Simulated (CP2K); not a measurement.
Two runs for the C K edge of N-methylformamide. Run A: CP2K XAS_TDP, all-electron GAPW, PBEh(45%), aug-cc-pVDZ, TDA, no relativity. Run B differs in one setting.

First lines with a strength over 0.0015. A:

| atom | energy (eV) | states | strength, one atom |
| --- | --- | --- | --- |
| C1 (bonded to N and 3 H) | 284.52 | 1 | 0.0106 |
|  | 285.17 | 1 | 0.0094 |
|  | 285.37 | 1 | 0.0053 |
|  | 285.71 | 1 | 0.0163 |
|  | 285.97 | 1 | 0.0178 |
| C3 (bonded to N, O and H) | 283.10 | 1 | 0.0719 |
|  | 286.47 | 1 | 0.0134 |
|  | 287.55 | 1 | 0.0036 |
|  | 287.88 | 1 | 0.0018 |
|  | 288.17 | 1 | 0.0026 |

B:

| atom | energy (eV) | states | strength, one atom |
| --- | --- | --- | --- |
| C1 (bonded to N and 3 H) | 291.10 | 1 | 0.0103 |
|  | 291.74 | 1 | 0.0092 |
|  | 291.94 | 1 | 0.0052 |
|  | 292.28 | 1 | 0.0159 |
|  | 292.55 | 1 | 0.0174 |
| C3 (bonded to N, O and H) | 289.91 | 1 | 0.0702 |
|  | 293.28 | 1 | 0.0130 |
|  | 294.36 | 1 | 0.0035 |
|  | 294.69 | 1 | 0.0017 |
|  | 294.99 | 1 | 0.0026 |

Q: Which was it: scalar relativity switched on, the basis, GW2X switched on, the functional?

GW2X switched on. GW2X shifts an atom's lines together and keeps their spacings. Against PBEh(45%) in aug-cc-pVDZ, the leading lines move by +6.58 eV (C1, to 291.10) and +6.81 eV (C3, to 289.91).

[Hosts, paths, dates, database ids (printed as entryN), source tags and the programs' standing remarks are cut or masked in the printed files.]
